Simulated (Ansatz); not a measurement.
## Formation energy and levels of the hydrogen interstitial H_i (bond centre, by F) in LiF (Fm-3m)

Charge states of H_i (bond centre, by F) in LiF (Fm-3m), set against the band edges. Model: a cell of 54 host atoms with 1 H put in.

Main program and level: Ansatz 0.2.0; place-levels on HSE06 runs: charge-transition levels and formation energies with image-charge correction and potential alignment at the atomic sites; PAW set soft_1.

## 1. Set-up

The cell holds 55 atoms: 27 Li, 27 F and 1 H. Cell: a = 8.499 Å, b = 8.499 Å, c = 8.499 Å, α = 60.0°, β = 60.0°, γ = 60.0°. It derives from LiF (space group Fm-3m). Nearest the centre at fractional (0.417, 0.583, 0.583): H55 at 0.00 Å, F28 at 1.00 Å, Li35 at 1.00 Å, Li29 at 2.24 Å, Li33 at 2.24 Å, Li47 at 2.24 Å, Li51 at 2.24 Å, F16 at 2.24 Å.

Structure file:

```xyz
55
Lattice="0.0000 6.0099 6.0099 6.0099 0.0000 6.0099 6.0099 6.0099 0.0000" Properties=species:S:1:pos:R:3 pbc="T T T"
Li    0.0000    0.0000    0.0000
F     2.0033    2.0033    2.0033
Li    2.0033    2.0033    0.0000
F     4.0066    4.0066    2.0033
Li    4.0066    4.0066    0.0000
F     6.0099    6.0099    2.0033
Li    2.0033    0.0000    2.0033
F     4.0066    2.0033    4.0066
Li    4.0066    2.0033    2.0033
F     6.0099    4.0066    4.0066
Li    6.0099    4.0066    2.0033
F     8.0132    6.0099    4.0066
Li    4.0066    0.0000    4.0066
F     6.0099    2.0033    6.0099
Li    6.0099    2.0033    4.0066
F     8.0132    4.0066    6.0099
Li    8.0132    4.0066    4.0066
F    10.0165    6.0099    6.0099
Li    0.0000    2.0033    2.0033
F     2.0033    4.0066    4.0066
Li    2.0033    4.0066    2.0033
F     4.0066    6.0099    4.0066
Li    4.0066    6.0099    2.0033
F     6.0099    8.0132    4.0066
Li    2.0033    2.0033    4.0066
F     4.0066    4.0066    6.0099
Li    4.0066    4.0066    4.0066
F     6.0099    6.0099    6.0099
Li    6.0099    6.0099    4.0066
F     8.0132    8.0132    6.0099
Li    4.0066    2.0033    6.0099
F     6.0099    4.0066    8.0132
Li    6.0099    4.0066    6.0099
F     8.0132    6.0099    8.0132
Li    8.0132    6.0099    6.0099
F    10.0165    8.0132    8.0132
Li    0.0000    4.0066    4.0066
F     2.0033    6.0099    6.0099
Li    2.0033    6.0099    4.0066
F     4.0066    8.0132    6.0099
Li    4.0066    8.0132    4.0066
F     6.0099   10.0165    6.0099
Li    2.0033    4.0066    6.0099
F     4.0066    6.0099    8.0132
Li    4.0066    6.0099    6.0099
F     6.0099    8.0132    8.0132
Li    6.0099    8.0132    6.0099
F     8.0132   10.0165    8.0132
Li    4.0066    4.0066    8.0132
F     6.0099    6.0099   10.0165
Li    6.0099    6.0099    8.0132
F     8.0132    8.0132   10.0165
Li    8.0132    8.0132    8.0132
F    10.0165   10.0165   10.0165
H     7.0115    6.0099    6.0099
```

Known beforehand: the electronic dielectric constant, 2.09, and the static one, 9.46, from a response run on this crystal (DFPT, PBEsol) at that run's own cell.

The cell's shortest repeat is 8.5 Å.

## 2. Charge states

A transition level is the Fermi level at which two charge states cost the same, so each charge needs its own total energy, at its own relaxed structure.

Random displacements of about 0.05 Å break the site symmetry at the start, so that the relaxation can reach a distorted minimum if there is one. Forces are taken at one point at (¼, ¼, ¼). The cell holds 1 electron more than the neutral one, with a uniform background that keeps it neutral on the whole.

One of the inputs; charge, spin and start change from state to state.

File qm1.relax/input.yaml:

```yaml
crystal:
  lattice:
    - [0.0, 2.00329385, 2.00329385]
    - [2.00329385, 0.0, 2.00329385]
    - [2.00329385, 2.00329385, 0.0]
  atoms:
    - { symbol: Li, position: [0.0, 0.0, 0.0] }
    - { symbol: F, position: [0.5, 0.5, 0.5] }
  supercell: [3, 3, 3]
  defects:
    - { interstitial: { symbol: H, position: [0.416667, 0.583333, 0.583333] } }
total_charge: -1
basis:
  ecutwfc: 420
  xc_grid: 2
hamiltonian:
  xc: pbesol
  pseudopotentials: { kind: paw, azcp: { folder: soft_1 }, xc_functional: pbe }
kpoints:
  mp_grid: { grid: [1, 1, 1], shift: [0.25, 0.25, 0.25] }
scf:
  occupations: { method: fixed }
  max_iter: 100
output:
  forces: true
  charged_corrections:
    epsilon: 2.09
    static_epsilon: 9.46
    defect_position: [0.416667, 0.583333, 0.583333]
relax:
  f_tol: 0.02
  max_steps: 60
  random_displacement: { amplitude: 0.05, seed: 4065 }
checkpoint:
  write: "../qm1.relax.run"
  compress: false
  write_wavefunctions: true
  write_every: 100000
```

Run with:

```
$ ansatz run input.yaml --threads 4 --pin off --max-ram 14131MiB --backend cpu --events-out ev --progress --plain --runs-dir out
```

Exact exchange opens the gap and lessens the self-interaction that spreads bound carriers; this run is a single point that starts from the saved hybrid relaxation.

The run of this state that the levels use, under HSE06:

File qm1.hybq/input.yaml:

```yaml
crystal:
  checkpoint: "../qm1.hrelax.run"
  host: checkpoint
total_charge: -1
basis:
  ecutwfc: 420
  xc_grid: 2
hamiltonian:
  xc: hse06
  pseudopotentials: { kind: paw, azcp: { folder: soft_1 } }
kpoints:
  mp_grid: { grid: [1, 1, 1], shift: [0.25, 0.25, 0.25] }
scf:
  occupations: { method: fixed }
  max_iter: 100
output:
  forces: true
  charged_corrections:
    epsilon: 2.09
    static_epsilon: 9.46
    defect_position: [0.416667, 0.583333, 0.583333]
  eigenvalues: true
checkpoint:
  read: "../qm1.hrelax.run"
  write: "../qm1.hybq.run"
  compress: false
  write_wavefunctions: false
  write_every: 100000
```

Relaxations under PBEsol at one point at (¼, ¼, ¼); times on 4 threads of Arm Neoverse V2, shared host:

```csv
charge,moment (μB),occupations,outcome,steps,largest displacement against the far atoms (Å),time
−1,0,fixed,converged,13,1.41,37 s
0,1,fixed,converged,13,1.42,75 s
+1,0,fixed,converged,11,0.99,30 s
```

Relaxations under HSE06 at the zone centre alone; times on 4 threads of Arm Neoverse V2, shared host:

```csv
charge,moment (μB),occupations,outcome,steps,largest displacement against the far atoms (Å),time
−1,0,fixed,converged,2,1.41,40 s
0,1,fixed,converged,2,1.42,82 s
+1,0,fixed,converged,4,0.99,70 s
```

Single points under HSE06 at one point at (¼, ¼, ¼); times on 4 threads of Arm Neoverse V2, shared host:

| charge | moment (μB) | occupations | outcome | time |
| --- | --- | --- | --- | --- |
| −1 | 0 | fixed | converged | 56 s |
| 0 | 1 | fixed | converged | 2.3 min |
| +1 | 0 | fixed | converged | 56 s |

Distances (Å) from H55 to the nearest atoms after relaxation with HSE06:

```
charge  moment (μB)       1.       2.       3.       4.      5.      6.
    −1            0  Li 1.67  Li 1.67  Li 1.67  Li 1.67  F 2.12  F 2.12
     0            1  Li 1.84  Li 1.84  Li 1.84  Li 1.84  F 1.90  F 1.90
    +1            0   F 1.13   F 1.13  Li 1.80  Li 1.80  F 2.46  F 2.46
```

## 3. place-levels, HSE06, the zone centre alone

Exact exchange opens the gap and lessens the self-interaction that spreads bound carriers; this run is a single point that starts from the saved hybrid relaxation.

qm1.hyb/input.yaml, as its differences from qm1.hybq/input.yaml of step 2:

```diff
@@ -11,3 +11,3 @@
 kpoints:
-  mp_grid: { grid: [1, 1, 1], shift: [0.25, 0.25, 0.25] }
+  mp_grid: { grid: [1, 1, 1] }
 scf:
@@ -22,5 +22,7 @@
   eigenvalues: true
+  eigenstates: { localisation: true }
+  populations: true
 checkpoint:
   read: "../qm1.hrelax.run"
-  write: "../qm1.hybq.run"
+  write: "../qm1.hyb.run"
   compress: false
```

Run time: 19 s. Hardware: 4 threads of Arm Neoverse V2, shared host; peak memory 0.96 GiB; 67 s of CPU time.

File levels.hyb.yaml:

```yaml
host:
  run: host.hyb.run
states: [qm1.hyb.run, q0_M1.hyb.run, qp1.hyb.run]
geometry_from:
  qm1.hyb.run: qm1.hrelax.run
  q0_M1.hyb.run: q0_M1.hrelax.run
  qp1.hyb.run: qp1.hrelax.run
chemical_potentials:
  H:
    energy: -15.897342
    dataset: "<sha256 of the dataset>"
```

Run with:

```
$ ansatz place-levels levels.hyb.yaml -- --threads 4 --pin off --max-ram 14131MiB
```

Numbers of over 12 decimals in the logs are rounded to 6 here.

What it wrote:

```text
(+1/0) 7.539 eV above the valence edge, 4.019 eV under the conduction edge; not on the lower envelope
(0/-1) 6.825 eV above the valence edge, 4.734 eV under the conduction edge; not on the lower envelope
(+1/-1) 7.182 eV above the valence edge, 4.377 eV under the conduction edge: charges between them are lowest nowhere
formation energy of charge +1: -3.636 eV with the Fermi level at the valence edge
formation energy of charge 0: +3.904 eV with the Fermi level at the valence edge
formation energy of charge -1: +10.729 eV with the Fermi level at the valence edge
  edges by hse06, gap 11.559 eV; the host is sampled to repeats of 8.50 Å
[... the lines on each state left out ...]
```

Wall time 0.15 s (4 threads).

Under HSE06 the gap is 11.56 eV, (+1/0) 7.54, (0/−1) 6.82 eV; the steps are inverted, so the lowest state changes at (+1/−1) 7.18 eV.

## 4. Placing the levels, HSE06, one point at (¼, ¼, ¼)

A charged cell interacts with its images and the background, and its potential has another zero than the host's. place-levels removes the first by a point-charge model, screened by the static dielectric constant since the ions have relaxed around the charge, and the second by comparing potentials at atoms far from the defect.

The host is a run of the defect-free crystal in the same cutoffs, grids and k-points, so that basis and sampling errors cancel in part in the differences. The host is run in a cell of 2 atoms on a matching mesh. Its band edges are searched through the zone by a band path, so the gap is smaller than, or equal to, that on the mesh. Chemical potentials are energies per atom of H (H2 molecule), run with the same functional and cutoff.

File levels.hybq.yaml:

```yaml
host:
  run: host.hybq.run
states: [qm1.hybq.run, q0_M1.hybq.run, qp1.hybq.run]
geometry_from:
  qm1.hybq.run: qm1.hrelax.run
  q0_M1.hybq.run: q0_M1.hrelax.run
  qp1.hybq.run: qp1.hrelax.run
chemical_potentials:
  H:
    energy: -15.897342
    dataset: "<sha256 of the dataset>"
```

Run with:

```
$ ansatz place-levels levels.hybq.yaml -- --threads 4 --pin off --max-ram 14131MiB
```

What it wrote:

```text
[... repeated set-up lines and file paths are left out, and long positions are rounded to six places ...]
[...]
formation energy of charge +1: -3.632 eV with the Fermi level at the valence edge
formation energy of charge 0: +3.913 eV with the Fermi level at the valence edge
formation energy of charge -1: +10.771 eV with the Fermi level at the valence edge
  edges by hse06, gap 11.551 eV; the host is sampled to repeats of 8.50 Å
  the defect's cells are sampled to repeats of 8.50 Å, like sampling
  charge +1: -27453.9229 eV with its correction of +0.346 eV, at epsilon 9.46, aligned at sites: +0.0561 eV, mean over 10 atomic sites at or beyond 4.25 Å from the defect at [0.4167, 0.5833, 0.5833], with +0.000000 for the charge's moments and without [...]
  charge 0: +0.000 eV for its dipole among its images, +0.000 omitted
  charge -1: -27440.7583 eV with its correction of +0.294 eV, at epsilon 9.46, aligned at sites: -0.0041 eV, mean over 10 atomic sites at or beyond 4.25 Å from the defect at [0.4167, 0.5833, 0.5833], with +0.000000 for the charge's moments and without [...]
  of the host: (host) hybrid's levels can ripple along a path where its exchange mesh is coarse, and an extremum then takes the crest, of which none of its warnings tells: converge the edges in the exchange mesh (kpoints.mp_grid)
  of states[2] (qp1.hybq.run): how wide its charge is, is not read beside other atoms or cores, and a band state would take no correction. [...]
  of states[1] (q0_M1.hybq.run): its alignment with the host at atomic sites is doubtful: the cell is too small to show whether the defect's potential has decayed: take a larger one; stability_check_not_made; [...]
  of states[0] (qm1.hybq.run): how wide its charge is, is not read beside other atoms or cores, and a band state would take no correction. [...]
```

The job ended after 0.14 s (4 threads).

Under HSE06 the gap is 11.55 eV, (+1/0) 7.54, (0/−1) 6.86 eV; the steps are inverted, so the lowest state changes at (+1/−1) 7.20 eV; the stage before (HSE06, at other k-points) gave a gap of 11.56 eV and levels within 0.03 eV of these.

Levels between the charges placed, in eV above the valence top:

```
       gap (eV)  (+1/0)  (0/−1)
HSE06     11.55    7.54    6.86
```

Corrections by state:

```
charge  moment (μB)  image terms and alignment (eV)  band filling (eV)  ε used  over the lowest of its charge, as the program ranks them, band filling apart (eV)
    +1          0.0                           0.346                  -    9.46                                                                              0.000
     0          1.0                           0.000                  -       -                                                                              0.000
    −1          0.0                           0.294                  -    9.46                                                                              0.000
```

From the program's caveats on the states, each cut to its opening words:

- charge +1, −1: how wide its charge is, is not read beside other atoms or cores, and a band state would take no correction
- charge +1, 0 (1 μB), −1: its alignment with the host at atomic sites is doubtful: the cell is too small to show whether the defect's potential has decayed: take a larger one
- charge +1: the far atoms show a dipole or second moment of the defect's charge, for which the correction takes or leaves out 0.195 eV: further moments aren't read, and [...]
- charge 0 (1 μB): flagged: stability check not made

Chemical potentials of the elements' reference phases, run alike. Formation energy by charge state (elemental references; gap 11.55 eV):

```csv
charge,at valence top (eV),at conduction bottom (eV),correction included (eV)
+1,-3.63,7.92,0.35
0,3.91,3.91,0.00
−1,10.77,-0.78,0.29
```

(Fermi level (eV), lowest formation energy (eV)): (0.00, -3.63), (1.05, -2.58), (2.10, -1.53), (3.15, -0.48), (4.20, 0.56), (5.25, 1.61), (6.30, 2.67), (7.35, 3.42), (8.40, 2.37), (9.45, 1.32), (10.50, 0.27), (11.55, -0.78)

## 5. The ladder

Levels between neighbouring charges, in eV above each run's own valence top:

```
                          gap (eV)  (+1/0)  (0/−1)  CPU time a state at this stage (restarts are quicker than cold starts)
HSE06, zone centre alone     11.56    7.54    6.82                                                                 1.7 min
        HSE06, (¼, ¼, ¼)     11.55    7.54    6.86                                                                 5.1 min
```

## 6. Summary of results

```
gap of the host                                                             : 11.55 eV (HSE06)
level (plus 1/0)                                                            : 7.54 eV above the valence top, not a change between lowest states
level (0/minus 1)                                                           : 6.86 eV above the valence top, not a change between lowest states
level (plus 1/minus 1)                                                      : 7.20 eV above the valence top
lowest of the charges placed, just above the valence top (0.02 eV)          : +1
lowest of the charges placed, just below the conduction bottom (0.02 eV)    : −1
lowest formation energy at mid-gap of the charges run, elemental references : 2.14 eV
```

What this shows: Of the charges placed (−1, 0 and +1), the lowest changes at 7.20 eV (+1/−1) above the valence top, in a gap of 11.55 eV. (+1/−1) passes over charge 0, which lies 0.34 eV above the two there; a lower structure or spin state of it, if missed, would change that. Charges above +1 and below −1 were not placed, so these runs say nothing of levels that involve them. States placed: +1 at 0 μB; 0 at 1 μB; −1 at 0 μB. Other spin states or structures, where not listed, weren't placed. At charge −1, 0 and +1 the atom put in ends up to 1.4 Å from its starting place, so the name tells the start alone and the levels can join different sites. H is taken at its element; compounds, which aren't counted here, bound the chemical potentials and would shift these formation energies. The program doubts the alignment of potentials for at least one state, a sign that the cell is small. What this leaves open: one k-point off the zone centre stands for the whole zone; the images are only 8.5 Å apart; where a gas molecule sets a chemical potential or the host's formation energy, its binding is uncorrected.

[Logs are printed without paths, hosts, clocks, repeated set-up lines and the standing remarks that a program may print on its own settings, such as how far it seeks lower states.]

[Hosts, paths, dates, database ids (printed as entryN), source tags and the programs' standing remarks are cut or masked in the printed files.]

[Where a table of states has a column of steps, it counts the stored structures, which are thinned; the runs took as many ionic steps or more.]

[A defect's name tells the site on which it was built; relaxed atoms can leave that site.]

[For some hosts the program warned that the k-mesh of the response run may be too coarse for force constants and the static dielectric constant; such warnings are not shown here.]
